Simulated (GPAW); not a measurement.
## Energy mapping worked by hand: MnHg

Can a spin model with two couplings foretell the energy of a further order of MnHg?

Main program and level: GPAW 26.7.0; PBE; plane waves with GPAW's PAW setups, scalar-relativistic.

## 1. Starting point

The structure is cubic, space group Pm-3m (No. 221). Conventional cell: a = 3.315 Å, b = 3.315 Å, c = 3.315 Å, α = 90.00°, β = 90.00°, γ = 90.00°. Nearest to Mn lie 8 Hg at 2.87 Å. Hg has 8 Mn at 2.87 Å nearest. Farther neighbours are not listed.

Structure file:

```cif
data_structure
_symmetry_space_group_name_H-M 'Pm-3m'
_symmetry_Int_Tables_number 221
_cell_length_a 3.3150
_cell_length_b 3.3150
_cell_length_c 3.3150
_cell_angle_alpha 90.000
_cell_angle_beta 90.000
_cell_angle_gamma 90.000
_cell_volume 36.43
loop_
_atom_site_label
_atom_site_type_symbol
_atom_site_symmetry_multiplicity
_atom_site_Wyckoff_symbol
_atom_site_fract_x
_atom_site_fract_y
_atom_site_fract_z
_atom_site_occupancy
Mn1 Mn 1 b 0.50000 0.50000 0.50000 1
Hg1 Hg 1 a 0.00000 0.00000 0.00000 1
```

## 2. The parallel order

All energies count from this run.

File order1.py:

```python
import json
import numpy as np
from ase import Atoms
from ase.parallel import paropen, parprint
from gpaw import GPAW

atoms = Atoms(['Mn', 'Hg'],
    cell=[[3.315, 0.0, 0.0],
         [0.0, 3.315, 0.0],
         [0.0, 0.0, 3.315]],
    scaled_positions=[[0.5, 0.5, 0.5],
         [0.0, 0.0, 0.0]],
    pbc=True,
    magmoms=[3.5, 0.0])
atoms.calc = GPAW(mode={'name': 'pw', 'ecut': 550},
    xc='PBE',
    kpts={'size': (8, 8, 8), 'gamma': True},
    occupations={'name': 'methfessel-paxton', 'width': 0.1},
    convergence={'density': 1e-05, 'energy': 1e-05},
    maxiter=200,
    symmetry={'tolerance': 1e-4},
    txt='order1.txt')
e = atoms.get_potential_energy(force_consistent=True)
res = {'free_energy': e, 'energy_sigma0': atoms.get_potential_energy(), 'fermi_energy': atoms.calc.get_fermi_level()}
res['moments'] = atoms.get_magnetic_moments().tolist()
res['total'] = atoms.get_magnetic_moment()
parprint('site moments (muB):', np.round(res['moments'], 3))
parprint(f"total moment: {res['total']:.3f} muB")
parprint(f'free energy: {e:.6f} eV')
atoms.calc.write('order1.gpw')
n = atoms.calc.get_pseudo_density()
up, down = (atoms.calc.get_pseudo_density(spin=i) for i in (0, 1))
np.savez('grids.npz', density=n, spin=up - down)
with paropen('results.json', 'w') as f:
    json.dump(res, f)
```

Launch:

```bash
$ OMP_NUM_THREADS=1 mpirun -n 2 gpaw python order1.py > order1.log
```

The log of the run:

```text
site moments (muB): [ 3.72  -0.033]
total moment: 3.891 muB
free energy: -9.901281 eV

--- order1.txt ---
Input parameters:
  mode=PW(ecut=550),
  convergence={'density': 1e-05, 'energy': 1e-05},
  kpts=MonkhorstPack(size=(8, 8, 8), gamma=True),
  maxiter=200,
  occupations=Occupations(name='methfessel-paxton', width=0.1),
  symmetry=Symmetry(tolerance=0.0001),
  xc=XC(name='PBE')

Diagonalizing LCAO Hamiltonian
[...]
|         11 |         1.199 |     1.000 |         1.251 |     1.000 |
[...]
|         20 |        13.246 |     0.000 |        13.597 |     0.000 |
|         21 |        17.180 |     0.000 |        18.301 |     0.000 |
|         22 |        19.597 |     0.000 |        20.564 |     0.000 |
|        ... |               |           |               |           |
|         24 |        29.075 |     0.000 |        30.008 |     0.000 |

No gap
No difference between direct/indirect transitions

[key lines of the parts left out:]
Free energy:      -9.901281
Converged in 13 steps
dipole moment: (-11.600760, -11.600760, -11.600760)  # |e|*Ang
Fermi level: 8.405
```

It took 25 s on 2 MPI ranks of Arm Neoverse V1, shared host; peak memory 0.36 GiB; 50 s of CPU time.

Spin moment in the augmentation sphere by atom:

```
atom  spin moment in the augmentation sphere (μB)
 Mn1                                         3.72
 Hg2                                        -0.03
```

Numbers from this step:

| Item | Value |
| --- | --- |
| magnetization | 3.891 μB |
| final state | ferromagnetic |

After 13 cycles the largest moment stands at 3.72 μB.

## 3. The orders used for the fit

The other orders were run with the same settings, on meshes that hold the same points. Free energies (smearing 0.1 eV, its entropy term included) are divided by the number of Mn atoms; q is in fractions of the reciprocal vectors of the first run's cell.

```
              order  atoms   mesh  free energy (eV)  eV per Mn  largest moment (μB)
                F +      2  8×8×8           -9.9013    -9.9013                 3.72
AF q=(0,1/2,1/2) +-      4  8×4×8          -19.6570    -9.8285                 3.70
  AF q=(0,0,1/2) +-      4  8×8×4          -19.8848    -9.9424                 3.70
```

## 4. Counting neighbours

With E = −Σ J e_i·e_j over ordered pairs of unit vectors, turning a neighbour from parallel to opposed costs 2J a Mn atom. So an order lies 2 Σ n J over the parallel one, n being the opposed neighbours in each shell.

```
shell  distance (Å)  neighbours  opposed in AF q=(0,1/2,1/2) +-  opposed in AF q=(0,0,1/2) +-  opposed in AF q=(1/2,1/2,1/2) +-
   J1          3.31           6                               4                             2                                 6
   J2          4.69          12                               8                             8                                 0
   J3          5.74           8                               0                             8                                 8
```

Only J1 and J2 are kept.

## 5. Solving

```
2 × 4 × J1 + 2 × 8 × J2 = +72.80 meV    (AF q=(0,1/2,1/2) +-)
2 × 2 × J1 + 2 × 8 × J2 = -41.13 meV    (AF q=(0,0,1/2) +-)
J1 = +28.48 meV
J2 = -9.69 meV
```

## 6. The test

The couplings now give the orders that were left out:

```
2 × 6 × (+28.48) = +341.76 meV    (AF q=(1/2,1/2,1/2) +-)
```

The runs themselves:

```
                order  atoms   mesh  free energy (eV)  eV per Mn  largest moment (μB)  over the parallel order (meV)  foretold (meV)
AF q=(1/2,1/2,1/2) +-      4  4×8×8          -19.9759    -9.9879                 3.70                         -86.65         +341.76
```

## 7. Outcome

```yaml
j1_mn_mn_at_3p31_a: 28.5 meV
j2_mn_mn_at_4p69_a: -9.69 meV
largest_miss_on_the_orders_left_out: 428 meV
```

The model misses the order left out by 428 meV, 269 % of the span of the orders, so it fails: these couplings alone don't describe the crystal. The first dropped shell that the test feels is J3 at 5.74 Å. The site moments spread by 0.67 % over the orders. In a metal couplings reach far, and the mesh was not tested. The couplings are effective ones: further shells with opposed neighbours are folded into them or show in the miss. No mean-field temperature is given: it needs a model that holds, an unfrustrated order and couplings in all three dimensions. The smearing is not Fermi–Dirac, so its width is no temperature.

[Logs and program files are shortened in this print: banners, set-up blocks, solver, clock and traceback lines can be left out without a mark of their own.]

[Logs are printed without paths, hosts, clocks, repeated set-up lines and the standing remarks that a program may print on its own settings, such as how far it seeks lower states.]

[Hosts, paths, dates, database ids (printed as entryN), source tags and the programs' standing remarks are cut or masked in the printed files.]

[Where a cell is said to come from a database of computed structures, the database is the Materials Project.]
